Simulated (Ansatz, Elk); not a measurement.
# LuTi3B: X-ray structure factors from the self-consistent density

Structure refinements treat a crystal as free atoms side by side. For a made-up structure of LuTi3B (cell and positions from a PBEsol relaxation) the runs below show what the calculated density changes in F(hkl).

Program: Elk 11.2.3 (patched build). Level of theory: DFT, PBE, all-electron APW+lo, Dirac cores, scalar-relativistic bands, static density, no spin. Results are calculated unless marked as measured.

The structure was built from a prototype and need not be the compound's stable phase.

## Step 1: Starting point

The structure is cubic, space group Pm-3m (No. 221). Conventional cell: a = 4.410 Å, b = 4.410 Å, c = 4.410 Å, α = 90.00°, β = 90.00°, γ = 90.00°. Nearest to Lu lie 12 Ti at 3.12 Å. Nearest to Ti lie 2 B at 2.21 Å and 4 Lu at 3.12 Å and 8 Ti at 3.12 Å. Nearest to B lie 6 Ti at 2.21 Å. Farther neighbours are not listed.

## Step 2: Ground state and structure factors

An all-electron density is needed, since X-rays see the cores too. Task 0 finds the density and task 195 Fourier-transforms it; tshift is off so that phases refer to the origin typed.

elk.in reads:

```
tasks
  0
  195

xctype
  20

spinpol
  .false.

rgkmax
  7.0

gmaxvr
  14.0

lmaxo
  7

lmaxapw
  8

swidth
  0.002

tshift
  .false.

ramdisk
  .false.

hmaxvr
  5.5

maxscl
  120

epspot
  1e-06

sppath
  './'

avec
  8.33369451136 0.00000000000 0.00000000000
  0.00000000000 8.33369451136 0.00000000000
  -0.00000000000 0.00000000000 8.33369451136

atoms
  3
  'Lu.in'
  1
  -0.0000000000 -0.0000000000 0.0000000000   0.000000 0.000000 0.000000
  'Ti.in'
  3
  0.5000000000 0.0000000000 0.5000000000   0.000000 0.000000 0.000000
  0.5000000000 0.5000000000 -0.0000000000   0.000000 0.000000 0.000000
  -0.0000000000 0.5000000000 0.5000000000   0.000000 0.000000 0.000000
  'B.in'
  1
  0.5000000000 0.5000000000 0.5000000000   0.000000 0.000000 0.000000

ngridk
  5 5 5
```

Started as:

```sh
$ OMP_NUM_THREADS=4 elk
```

Numbers of over 12 decimals in the logs are rounded to 6 here.

The program printed:

```text
┌─────────────────────────┐
│ Elk code version 11.2.3 │
└─────────────────────────┘

All units are atomic (Hartree, Bohr, etc.)

┌─────────────────────────────────────────────────┐
│ Ground-state run starting from atomic densities │
└─────────────────────────────────────────────────┘

Lattice vectors :
   8.333694511       0.000000000       0.000000000
   0.000000000       8.333694511       0.000000000
  -0.000000000       0.000000000       8.333694511

Reciprocal lattice vectors :
  0.7539495597      -0.000000000       0.000000000
   0.000000000      0.7539495597      -0.000000000
   0.000000000       0.000000000      0.7539495597

Unit cell volume      :    578.7789524
Brillouin zone volume :   0.4285750413

Muffin-tin inner radius fraction :   0.1000000000E-01

Nuclei treated as point charges

Species : 1 (Lu)
 parameters loaded from : Lu.in
 name : lutetium
 nuclear charge    :   -71.00000000
 electronic charge :    71.00000000
 atomic mass :    318945.3298
 muffin-tin radius :    2.800000000
 number of radial points in muffin-tin :   1393
 inner part over the whole radius :   0.9962478555E-02
 number on inner part of muffin-tin    :    999
 approximate nuclear radius :   0.9954169502E-04
 number of mesh points to nuclear radius :    517
 atomic positions (lattice), magnetic fields (Cartesian) :
  1 :   0.00000000  0.00000000  0.00000000    0.00000000  0.00000000  0.00000000

Species : 2 (Ti)
 parameters loaded from : Ti.in
 name : titanium
 nuclear charge    :   -22.00000000
 electronic charge :    22.00000000
 atomic mass :    87256.20317
 muffin-tin radius :    2.352484146
 number of radial points in muffin-tin :    993
 inner part over the whole radius :   0.9889111037E-02
 number on inner part of muffin-tin    :    698
 approximate nuclear radius :   0.6805665174E-04
 number of mesh points to nuclear radius :    325
 atomic positions (lattice), magnetic fields (Cartesian) :
  1 :   0.50000000  0.00000000  0.50000000    0.00000000  0.00000000  0.00000000
  2 :   0.50000000  0.50000000  0.00000000    0.00000000  0.00000000  0.00000000
  3 :   0.00000000  0.50000000  0.50000000    0.00000000  0.00000000  0.00000000

Species : 3 (B)
 parameters loaded from : B.in
 name : boron
 nuclear charge    :   -5.000000000
 electronic charge :    5.000000000
 atomic mass :    19707.24742
 muffin-tin radius :    1.764363110
 number of radial points in muffin-tin :    593
 inner part over the whole radius :   0.9778336230E-02
 number on inner part of muffin-tin    :    404
 approximate nuclear radius :   0.4534157419E-04
 number of mesh points to nuclear radius :    161
 atomic positions (lattice), magnetic fields (Cartesian) :
  1 :   0.50000000  0.50000000  0.50000000    0.00000000  0.00000000  0.00000000

Total number of atoms per unit cell :    5
Total muffin-tin volume :    278.5614431
 ratio of muffin-tin to unit cell volume :   0.4812915915

Spin treatment :
 spin-unpolarised

Number of Bravais lattice symmetries :   48
Number of crystal symmetries         :   48
Crystal has inversion symmetry
Real symmetric eigensolver will be used

k-point grid :      5     5     5
k-point offset :    0.000000000       0.000000000       0.000000000
k-point set is reduced with full crystal symmetry group
Total number of k-points :       10

Muffin-tin radius times maximum |G+k| :    7.000000000
 using average radius
Maximum |G+k| for APW functions       :    3.011577654
Maximum (1/2)|G+k|²                   :    4.534799982
Maximum |G| for potential and density :    14.00000000
Constant for pseudocharge density :   10
 order of it for each species :   17  17  17
 order of it for pair densities of each species (exact exchange by exxq0 0: 18) :   14  10   4
Radial integration step length :    1

G-vector grid sizes :     40    40    40
Number of G-vectors :    26865

Maximum angular momentum used for
 APW functions            :    8
 outer part of muffin-tin :    7
 inner part of muffin-tin :    2

Total nuclear charge    :   -142.0000000
[...]
xc potential                :     -538.10864155158
 exchange                    :     -424.99335855388
 correlation                 :     -7.285886
 electron entropic           :    -0.23748646227427E-02
 total energy                :     -17168.450903046

Density of states at Fermi energy :    183.5474559
 (states/Hartree/unit cell)

Estimated indirect band gap :   0.3083317028E-02
 from k-point 6 to k-point 5
Estimated direct band gap   :   0.5895212481E-02
 at k-point 5

Charges :
 core                        :    78.00000000
 valence                     :    64.00000000
 interstitial                :    8.020997271
 muffin-tins (core leakage)
  species : 1 (Lu)
   atom 1                    :    68.89689223     (  0.3615498230E-06)
  species : 2 (Ti)
[...]
species : 3 (B)
[...]
total in muffin-tins        :    133.9790027
 total calculated charge     :    141.9999665
 total charge                :    142.0000000
 error                       :   0.3351671148E-04

RMS change in Kohn-Sham potential (target) :    1.647442571     (  0.1000000000E-05)
Absolute change in total energy (target)   :   0.3929648850     (  0.1000000000E-03)

[... loops 3 to 19 left out ...]

┌──────────────────┐
│ Loop number : 20 │
└──────────────────┘

Energies :
 Fermi                       :     0.275533
 sum of occupied eigenvalues :     -10420.741800495
 electron kinetic            :      18865.573810933
 core electron kinetic       :      18164.653930385
 Coulomb                     :     -35600.067071172
 Coulomb potential           :     -28721.665745989
 nuclear-nuclear             :     -1576.5654195913
 electron-nuclear            :     -39359.367468373
 Hartree                     :      5335.8658167924
 Madelung                    :     -21239.234198177
 xc potential                :     -564.64986543799
 exchange                    :     -425.64113513809
 correlation                 :     -7.304095
 electron entropic           :    -0.35832009173343E-02
 total energy                :     -17167.442073841

Density of states at Fermi energy :    267.6033585
 (states/Hartree/unit cell)

Estimated indirect band gap :   0.1246826863E-02
 from k-point 5 to k-point 6
Estimated direct band gap   :   0.6411404555E-02
 at k-point 9

Charges :
 core                        :    78.00000000
 valence                     :    64.00000000
 interstitial                :    7.902716245
 muffin-tins (core leakage)
  species : 1 (Lu)
[...]
species : 2 (Ti)
[...]
species : 3 (B)
[...]
total in muffin-tins        :    134.0972838
 total calculated charge     :    142.0001627
 total charge                :    142.0000000
 error                       :   0.1626798758E-03

RMS change in Kohn-Sham potential (target) :   0.4412087689E-06 (  0.1000000000E-05)
Absolute change in total energy (target)   :   0.2025068170E-04 (  0.1000000000E-03)

Convergence targets achieved

┌──────────────────┐
│ Loop number : 21 │
└──────────────────┘

Energies :
 Fermi                       :     0.275533
 sum of occupied eigenvalues :     -10420.741799918
 electron kinetic            :      18865.573808922
 core electron kinetic       :      18164.653927037
 Coulomb                     :     -35600.067067676
 Coulomb potential           :     -28721.665747095
 nuclear-nuclear             :     -1576.5654195913
 electron-nuclear            :     -39359.367460499
 Hartree                     :      5335.8658124144
 Madelung                    :     -21239.234194128
 xc potential                :     -564.64986174463
 exchange                    :     -425.64113542831
 correlation                 :     -7.304095
 electron entropic           :    -0.35832001608123E-02
 total energy                :     -17167.442072641

Density of states at Fermi energy :    267.6032984
 (states/Hartree/unit cell)

Estimated indirect band gap :   0.1246826733E-02
 from k-point 5 to k-point 6
Estimated direct band gap   :   0.6411402839E-02
 at k-point 9

Charges :
 core                        :    78.00000000
 valence                     :    64.00000000
 interstitial                :    7.902715926
 muffin-tins (core leakage)
  species : 1 (Lu)
[...]
species : 2 (Ti)
[...]
atom 2                    :    20.25489517     ( -0.2188668233E-06)
   atom 3                    :    20.25489517     ( -0.2188668233E-06)
  species : 3 (B)
   atom 1                    :    3.964962316     (  0.8979108032E-04)
 total in muffin-tins        :    134.0972841
 total calculated charge     :    142.0001627
 total charge                :    142.0000000
 error                       :   0.1626799384E-03

┌──────────────────────────────┐
│ Self-consistent loop stopped │
└──────────────────────────────┘

Wrote STATE.OUT
```

The job ended after 32 s (4 threads of Intel Xeon Platinum 8259CL at 2.50GHz (Skylake/Cascade Lake), shared host; peak memory 0.23 GiB; 67 s of CPU time).

SFACRHO.OUT:

```text

h k l indices transformed by vhmat matrix:
   1.000000000       0.000000000       0.000000000    
   0.000000000       1.000000000       0.000000000    
   0.000000000       0.000000000       1.000000000    

      h      k      l  multipl.   |H|            Re(F)            Im(F)           |F|

      0      0      0      1   0.0000000       142.00000      0.29415572E-16   142.00000    
      0      1      0      6  0.75394956       42.675280      0.47250403E-14   42.675280    
      0     -1      1     12   1.0662457       48.914275      0.39299295E-14   48.914275    
      1     -1     -1      8   1.3058789       105.19894      0.35258214E-14   105.19894    
     -2      0      0      6   1.5078991       106.00490      0.79646999E-14   106.00490    
     -1      0     -2     24   1.6858825       39.737562     -0.42444537E-14   39.737562    
     -2      1      1     24   1.8467917       42.964509     -0.11428107E-14   42.964509    
     -2      2      0     12   2.1324914       91.678671     -0.62124350E-14   91.678671    
     -2     -1      2     24   2.2618487       36.588127     -0.42585517E-14   36.588127    
      3      0      0      6   2.2618487       36.530203      0.97015404E-14   36.530203    
     -3      0     -1     24   2.3841978       39.367803      0.93671501E-15   39.367803    
     -3     -1      1     24   2.5005678       80.673992      0.10132110E-13   80.673992    
      2      2      2      8   2.6117579       81.920562     -0.17429957E-13   81.920562    
      0     -2     -3     24   2.7184038       33.875488     -0.89410087E-14   33.875488    
     -2      3      1     48   2.8210209       36.580071     -0.86527216E-15   36.580071    
      0      0      4      6   3.0157982       75.020159     -0.10427837E-13   75.020159    
      0      4     -1     24   3.1086137       31.738222     -0.17293430E-14   31.738222    
      3      2      2     24   3.1086137       31.722399      0.84581317E-14   31.722399
```

Elk indexes on the primitive cell of elk.in and gives |H| = 4π sin θ/λ in inverse bohr. Below, one row stands for each form hkl of the conventional cell (m members, Friedel mates merged), F is for one primitive cell and the density is static (no thermal factor). Free-atom factors are Waasmaier and Kirfel's, and R is Σm||F|−|F'||/Σm|F|.

```
hkl   m  sin θ/λ (Å⁻¹)  abs F, DFT  neutral atoms   diff.
100   6          0.113      42.675         43.138  -0.463
110  12          0.160      48.914         48.634  +0.280
111   8          0.196     105.199        106.078  -0.879
200   6          0.227     106.005        106.473  -0.468
210  24          0.254      39.738         39.766  -0.028
211  24          0.278      42.965         43.117  -0.153
220  12          0.321      91.679         91.811  -0.132
221  24          0.340      36.588         36.623  -0.035
300   6          0.340      36.530         36.623  -0.093
310  24          0.358      39.368         39.470  -0.102
311  24          0.376      80.674         80.699  -0.025
222   8          0.393      81.921         82.024  -0.104
320  24          0.409      33.876         34.020  -0.144
321  48          0.424      36.580         36.718  -0.138
```

## Step 3: The highest occupied states alone

An energy window below the Fermi level keeps the highest occupied states, to see at which angles they scatter; shallow core shells can lie inside it and anion s states outside. No new self-consistency is needed.

elk.in, as its differences from that of step 2:

```diff
@@ -1,3 +1,2 @@
 tasks
-  0
   195
@@ -40,2 +39,5 @@
 
+wsfac
+  -0.275710 0.575530
+
 sppath
```

Started as:

```sh
$ OMP_NUM_THREADS=4 elk
```

The program printed:

```text
┌─────────────────────────────────┐
│ Elk code version 11.2.3 started │
└─────────────────────────────────┘

Info(readinput): the functional depends on the density's gradient
 muffin-tin radial points multiplied by    2.00000
 (not where nrmtscf is given)

┌────────────────────┐
│ Current task : 195 │
└────────────────────┘
Info(checkmt): changed muffin-tin radius of species 2 (Ti) from   2.4000 to   2.3525
Info(checkmt): changed muffin-tin radius of species 3 (B) from   1.8000 to   1.7644

Info(sfacrho): density structure factors written to SFACRHO.OUT

 Energy window :  -0.2757100000      0.5755300000

┌──────────────────┐
│ Elk code stopped │
└──────────────────┘
```

The job ended after 13 s (4 threads; peak memory 0.15 GiB; 15 s of CPU time).

States within 15 eV below the Fermi level hold 32.00 electrons; any levels below the window count with the cores. Their amplitudes can exceed the total, where window and core parts have opposite phase:

```
hkl  sin θ/λ (Å⁻¹)  abs F, window  abs F, all
100          0.113          9.675      42.675
110          0.160         12.851      48.914
111          0.196         12.906     105.199
200          0.227         13.476     106.005
210          0.254          9.527      39.738
211          0.278          9.576      42.965
220          0.321         10.260      91.679
221          0.340          8.170      36.588
300          0.340          8.102      36.530
310          0.358          7.827      39.368
```

## Step 4: Another functional

The difference from free atoms is small, so it is set against the change that PBEsol makes.

elk.in, as its differences from that of step 3:

```diff
@@ -1,2 +1,3 @@
 tasks
+  0
   195
@@ -4,3 +5,3 @@
 xctype
-  20
+  22
 
@@ -39,5 +40,2 @@
 
-wsfac
-  -0.275710 0.575530
-
 sppath
```

Started as:

```sh
$ OMP_NUM_THREADS=4 elk
```

The program printed:

```text
┌─────────────────────────┐
│ Elk code version 11.2.3 │
└─────────────────────────┘

All units are atomic (Hartree, Bohr, etc.)

┌─────────────────────────────────────────────────┐
│ Ground-state run starting from atomic densities │
└─────────────────────────────────────────────────┘

Lattice vectors :
   8.333694511       0.000000000       0.000000000
   0.000000000       8.333694511       0.000000000
  -0.000000000       0.000000000       8.333694511

Reciprocal lattice vectors :
  0.7539495597      -0.000000000       0.000000000
[...]
interstitial                :    7.897258244
 muffin-tins (core leakage)
  species : 1 (Lu)
[...]
species : 2 (Ti)
[...]
atom 3                    :    20.25757161     ( -0.2188512358E-06)
  species : 3 (B)
   atom 1                    :    3.951925993     (  0.9328538586E-04)
 total in muffin-tins        :    134.1027418
 total calculated charge     :    142.0001643
 total charge                :    142.0000000
 error                       :   0.1643204332E-03

┌──────────────────────────────┐
│ Self-consistent loop stopped │
└──────────────────────────────┘

Wrote STATE.OUT
[key lines of the parts left out:]
total energy                :     -17160.023183394
```

It took 31 s on 4 threads; peak memory 0.23 GiB.

Against the first run R = 0.01 %; the largest change is -0.039 at 200.

## Step 5: A coarser k-mesh

About half the k-points along each axis test the sampling.

elk.in, as its differences from that of step 4:

```diff
@@ -5,3 +5,3 @@
 xctype
-  22
+  20
 
@@ -63,2 +63,2 @@
 ngridk
-  5 5 5
+  2 2 2
```

Started as:

```sh
$ OMP_NUM_THREADS=4 elk
```

The program printed:

```text
┌─────────────────────────┐
│ Elk code version 11.2.3 │
└─────────────────────────┘

All units are atomic (Hartree, Bohr, etc.)

┌─────────────────────────────────────────────────┐
│ Ground-state run starting from atomic densities │
└─────────────────────────────────────────────────┘

Lattice vectors :
   8.333694511       0.000000000       0.000000000
   0.000000000       8.333694511       0.000000000
  -0.000000000       0.000000000       8.333694511

Reciprocal lattice vectors :
  0.7539495597      -0.000000000       0.000000000
[...]
interstitial                :    7.822488767
 muffin-tins (core leakage)
  species : 1 (Lu)
[...]
species : 2 (Ti)
[...]
atom 3                    :    20.27039761     ( -0.2188650967E-06)
  species : 3 (B)
   atom 1                    :    3.957382392     (  0.8969397000E-04)
 total in muffin-tins        :    134.1775112
 total calculated charge     :    141.9999428
 total charge                :    142.0000000
 error                       :   0.5718011951E-04

┌──────────────────────────────┐
│ Self-consistent loop stopped │
└──────────────────────────────┘

Wrote STATE.OUT
[key lines of the parts left out:]
total energy                :     -17167.418319780
```

The job ended after 27 s (4 threads; peak memory 0.23 GiB).

Against the first run R = 0.05 %; the largest change is -0.156 at 300.

## Step 6: Settings against the effect

```
          run  R against the first run (%)  R against neutral atoms, low angle (%)  wall time
PBE, rgkmax 7                         0.00                                    0.47       32 s
       PBEsol                         0.01                                    0.47       31 s
 k-mesh 2×2×2                         0.05                                    0.50       27 s
```

## Step 7: Results

- R against neutral atoms, sin θ/λ < 0.3 Å⁻¹: 0.47 %
- R against neutral atoms, 0.3 to 0.83 Å⁻¹: 0.21 %

**Reading.** Independent neutral atoms miss the calculated amplitudes by R = 0.47 % below 0.3 Å⁻¹ and 0.21 % from there to 0.83 Å⁻¹; by shells, 1.09 % below 0.15 Å⁻¹ (1 form), 0.43 % 0.15 to 0.3 (5 forms), 0.20 % 0.3 to 0.45 (8 forms), 0.21 % above 0.45 (51 forms). Bonding, aspherical density and the tables' own atoms all enter these figures, and the runs don't part them. The largest change of an amplitude is -0.88 electrons, at 111. The window's part falls from 32.0 electrons at the origin to at most 6.64 between 0.45 and 0.83 Å⁻¹, where compact states inside the window still scatter. Below 0.3 Å⁻¹ the changes that finished (PBEsol and k-mesh 2×2×2) move F by R = 0.06 % at most, against the 0.47 % that separates it from free atoms. The basis has no finished test. These runs have no spin, though d or f shells may be open. Spin-orbit coupling is left out, which can matter for elements this heavy. Part of the difference isn't bonding: the tables are fits to free atoms and ions calculated by other methods than this functional. Thermal motion, anomalous dispersion and extinction are left out.

[Logs are printed without paths, hosts, clocks, repeated set-up lines and the standing remarks that a program may print on its own settings, such as how far it seeks lower states.]

[Hosts, paths, dates, database ids (printed as entryN), source tags and the programs' standing remarks are cut or masked in the printed files.]
